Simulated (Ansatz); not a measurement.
# K on Sc(0001): change of the work function, part 3 of 3

How does K on the fcc site change the work function of Sc(0001) as the layer fills?

Ansatz 0.2.0; plane-wave DFT, r2SCAN, Ansatz PAW.

So far, work function, upper face (eV): step 2 (the clean slab) 3.68; step 4 (adsorbate added, k-mesh 5×5×1, coverage 0.25 ML) 1.70; step 6 (the slab at 0.25 ML, atoms frozen) 1.70; step 7 (the substrate of the 0.25 ML cell alone) 3.69; step 8 (the adsorbate layer of the 0.25 ML cell alone) 2.39.

## Step 10: A changed input

This step: plane-wave DFT, r2SCAN, Ansatz PAW (Ansatz 0.2.0).

System of this step: K/Sc(0001). The cell holds 17 atoms: 16 Sc and 1 K. Its edges and angles: a = 6.620 Å, b = 6.620 Å, c = 29.247 Å, α = 90.0°, β = 90.0°, γ = 60.0°. Vacuum lies along c.

A run with a changed input: it repeats the earlier run at 0.25 ML with scf.eigensolver.kind to davidson and basis.precision to f64; its output block differs too.

input.yaml

```yaml
crystal:
  lattice:
    - [6.62, 0.0, 0.0]
    - [3.31, 5.733088173, 0.0]
    - [0.0, 0.0, 29.2469943085]
  atoms:
    - { symbol: Sc, position: [0.3333333333, 0.3333333333, 0.307723929] }
    - { symbol: Sc, position: [0.0, 0.0, 0.3979236252] }
    - { symbol: Sc, position: [0.3333333333, 0.3333333333, 0.4886627738] }
    - { symbol: Sc, position: [0.0, 0.0, 0.5753882813] }
    - { symbol: Sc, position: [0.3333333333, 0.8333333333, 0.307723929] }
    - { symbol: Sc, position: [0.0, 0.5, 0.3979236252] }
    - { symbol: Sc, position: [0.3333333333, 0.8333333333, 0.4886627738] }
    - { symbol: Sc, position: [0.0, 0.5, 0.5753882813] }
    - { symbol: Sc, position: [0.8333333333, 0.3333333333, 0.307723929] }
    - { symbol: Sc, position: [0.5, 0.0, 0.3979236252] }
    - { symbol: Sc, position: [0.8333333333, 0.3333333333, 0.4886627738] }
    - { symbol: Sc, position: [0.5, 0.0, 0.5753882813] }
    - { symbol: Sc, position: [0.8333333333, 0.8333333333, 0.307723929] }
    - { symbol: Sc, position: [0.5, 0.5, 0.3979236252] }
    - { symbol: Sc, position: [0.8333333333, 0.8333333333, 0.4886627738] }
    - { symbol: Sc, position: [0.5, 0.5, 0.5753882813] }
    - { symbol: K, position: [0.1666666667, 0.1666666667, 0.692276071] }
kpoints:
  mp_grid: { grid: [5, 5, 1] }
hamiltonian:
  xc: r2scan
scf:
  occupations: { method: fermi_dirac, width: 0.1 }
  convergence: { dr2_threshold: 1.0e-08 }
  eigensolver: { kind: davidson }
efield:
  axis: 3
  dipole_correction: true
  ramp_position: 0.97
  ramp_width: 0.06
relax:
  f_tol: 0.02
  max_steps: 60
  constraints: [{ sites: [0, 1, 4, 5, 8, 9, 12, 13] }]
output:
  bader: true
  dos: { projected: true, e_range: [-8, 4] }
  write_potential: true
  write_density: true
  volumetric_format: npy
basis:
  precision: f64
```

Command:

```
$ ansatz run input.yaml --threads 8 --pin off --max-ram 12288MiB --backend cpu --events-out ev --progress --plain --runs-dir out
```

Elapsed: 3.3 min, on 8 threads of Arm Neoverse V2, shared host; peak memory 5.7 GiB; 25 min of CPU time.

Step by step:

```
step  energy less that of the first step (eV)  largest force component (eV/Å)
   1                                   0.0000                          0.2562
   2                                  -0.0220                          0.0651
   3                                  -0.0245                          0.0169
```

The run keeps the 6 symmetry operations that it works with, so distortions that break them were not tested.

The atoms that moved most (Å):

```
atom      dx      dy      dz  length
Sc16   0.000   0.000   0.111   0.111
 Sc4   0.011   0.006  -0.059   0.060
Sc12  -0.011   0.006  -0.059   0.060
 Sc8   0.000  -0.013  -0.059   0.060
Sc15   0.000   0.000  -0.050   0.050
 K17   0.000   0.000  -0.048   0.048
 Sc7   0.000  -0.003  -0.020   0.020
Sc11  -0.002   0.001  -0.020   0.020
```

The relaxed structure:

```xyz
17
Lattice="6.6200 0.0000 0.0000 3.3100 5.7331 0.0000 0.0000 0.0000 29.2470" Properties=species:S:1:pos:R:3
Sc    3.3100    1.9110    9.0000
Sc    0.0000    0.0000   11.6381
Sc    3.3122    1.9123   14.2719
Sc    0.0112    0.0065   16.7698
Sc    4.9650    4.7776    9.0000
Sc    1.6550    2.8665   11.6381
Sc    4.9650    4.7751   14.2719
Sc    1.6550    2.8536   16.7698
Sc    6.6200    1.9110    9.0000
Sc    3.3100    0.0000   11.6381
Sc    6.6178    1.9123   14.2719
Sc    3.2988    0.0065   16.7698
Sc    8.2750    4.7776    9.0000
Sc    4.9650    2.8665   11.6381
Sc    8.2750    4.7776   14.2415
Sc    4.9650    2.8665   16.9389
K     1.6550    0.9555   20.1991
```

Numbers from this step:

```
energy at zero smearing        : -35785.8514 eV
work function, upper face      : 1.704 eV
work function, lower face      : 3.750 eV
dipole along the normal        : 0.4291 e·Å
step between the vacuum levels : -2.046 eV
```

The density of states has structure finer than the step of the table below, so its rows give means over 0.25 eV, whole bins alone (the curve runs from -8 to 0.84 eV). Peaks (eV: height): -1.440: 63.9, -0.300: 50.7, -0.150: 61.1, -0.030: 106, 0.060: 63.9, 0.270: 38.4, 0.480: 91.9.

Table of density of states by energy, zero at the Fermi level; means over each step:

```
energy (eV)  density of states (states/eV a cell)
      -5.50                                     0
      -5.25                                0.0678
      -5.00                                  1.30
      -4.75                                  1.29
      -4.50                                  1.61
      -4.25                                  3.12
      -4.00                                  2.72
      -3.75                                  5.26
      -3.50                                 0.166
      -3.25                                  3.51
      -3.00                                  6.36
      -2.75                                  6.81
      -2.50                                  3.55
      -2.25                                  4.69
      -2.00                                  11.6
      -1.75                                  9.83
      -1.50                                  16.0
      -1.25                                  12.9
      -1.00                                  14.7
      -0.75                                  13.9
      -0.50                                  20.9
      -0.25                                  38.7
       0.00                                  41.7
       0.25                                  29.4
       0.50                                  30.5
```

Projected DOS per atom over height of the atomic layer and energy from the Fermi level. Layers: Sc4 Sc4 Sc4 Sc4 K from below.

Ten even steps from '_' (0.00 states/eV) to '@' (2.51 states/eV), each cell a mean:
```
##::::**__
@@==--##__
%%%%%%@@--
--------::
--------__
--------__
::::::::__
........__
........__
........__
__________
........__
__________
__________
__________
__________
__________
__________
__________
__________
__________
__________
```
Columns: height of the atomic layer (Å) from 9 to 20.2 (not evenly spaced); rows upwards: energy from the Fermi level (eV) from -7.96 to 0.745.

```
                      quantity  this run  earlier run  difference
work function, upper face (eV)     1.704        1.705     -7.2e-5
work function, lower face (eV)     3.750        3.750      6.4e-5
 dipole along the normal (e·Å)    0.4291       0.4291      2.8e-5
```

Nothing in the table moves by 0.01 in its unit (for the dipole 0.5 % and 5e-5 e·Å). The run took 35 SCF cycles against 34.

## Step 11: A changed input

System of this step: Sc(0001). The cell holds 4 atoms: 4 Sc. Its edges and angles: a = 3.310 Å, b = 3.310 Å, c = 25.914 Å, α = 90.0°, β = 90.0°, γ = 60.0°. Vacuum lies along c.

Another changed input: it repeats the earlier run at 0 ML with scf.occupations.width from 0.1 removed and scf.occupations.method from fermi_dirac to tetrahedron_uncorrected.

input.yaml

```yaml
crystal:
  lattice:
    - [3.31, 0.0, 0.0]
    - [1.655, 2.8665440865, 0.0]
    - [0.0, 0.0, 25.91421]
  atoms:
    - { symbol: Sc, position: [0.6666666667, 0.6666666667, 0.3472998019] }
    - { symbol: Sc, position: [0.0, 0.0, 0.449099934] }
    - { symbol: Sc, position: [0.6666666667, 0.6666666667, 0.550900066] }
    - { symbol: Sc, position: [0.0, 0.0, 0.6527001981] }
kpoints:
  mp_grid: { grid: [10, 10, 1] }
hamiltonian:
  xc: r2scan
scf:
  occupations: { method: tetrahedron_uncorrected }
  convergence: { dr2_threshold: 1.0e-08 }
efield:
  axis: 3
  dipole_correction: true
  ramp_position: 0.97
  ramp_width: 0.06
relax:
  f_tol: 0.02
  max_steps: 60
  constraints: [{ sites: [0, 1] }]
output:
  write_potential: true
  write_density: true
  volumetric_format: npy
```

Wall time 12 s (8 threads); peak memory 1.1 GiB; 87 s of CPU time.

The steps of the relaxation:

```
step  energy less that of the first step (eV)  largest force component (eV/Å)
   1                                   0.0000                          0.2222
   2                                  -0.0088                          0.0175
   3                                  -0.0091                          0.0011
```

The run keeps the 6 symmetry operations that it works with, so distortions that break them were not tested.

The atoms that moved most (Å):

```
atom     dx     dy      dz  length
 Sc4  0.000  0.000  -0.070   0.070
 Sc3  0.000  0.000   0.026   0.026
```

Final coordinates:

```xyz
4
Lattice="3.3100 0.0000 0.0000 1.6550 2.8665 0.0000 0.0000 0.0000 25.9142" Properties=species:S:1:pos:R:3
Sc    3.3100    1.9110    9.0000
Sc    0.0000    0.0000   11.6381
Sc    3.3100    1.9110   14.3023
Sc    0.0000    0.0000   16.8446
```

Numbers from this step:

```yaml
work_function_upper_face: 3.490 eV
work_function_lower_face: 3.650 eV
dipole_along_the_normal: 0.008390 e·Å
step_between_the_vacuum_levels: -0.1600 eV
```

```
                      quantity  this run  earlier run  difference
work function, upper face (eV)     3.490        3.678       -0.19
work function, lower face (eV)     3.650        3.748      -0.098
 dipole along the normal (e·Å)  0.008390     0.003672      0.0047
```

What moves beyond 0.01 in its unit (for the dipole 0.5 % and 5e-5 e·Å): dipole along the normal (+0.00472 e·Å), work function, upper face (-0.188 eV) and work function, lower face (-0.0982 eV).

## Step 12: Results

| Item | Value |
| --- | --- |
| work function of the clean face | 3.68 eV |
| work function at 0.11 ML | 2.36 eV |
| work function at 0.25 ML | 1.70 eV |
| dipole per adsorbate at 0.11 ML, positive end outwards | 2.99 D |
| step of the potential from the moved charge at 0.25 ML, upper less lower side, atoms held | -1.99 eV |

**Reading.** K lowers the work function of Sc(0001) at the lowest coverage, by 1.32 eV: the adsorbate layer has its positive end outwards. The slab has 4 layers, at the tabulated experimental lattice constant, one starting site was run, and quantum-size effects of a slab this thin can reach one or two tenths of an eV.

[Logs are printed without paths, hosts, clocks, repeated set-up lines and the standing remarks that a program may print on its own settings, such as how far it seeks lower states.]

[Hosts, paths, dates, database ids (printed as entryN), source tags and the programs' standing remarks are cut or masked in the printed files.]

[Maps of the electrostatic potential energy from Ansatz leave out the sawtooth potential of an applied field or a dipole correction, so their vacuum need not be flat; planar profiles and work functions include it.]

[The density of states shown here was stored with 400 of the rows of the run's finer table, so its peaks can read low, often by over a quarter, or be missed, and its means over a window can be off by a tenth or more.]
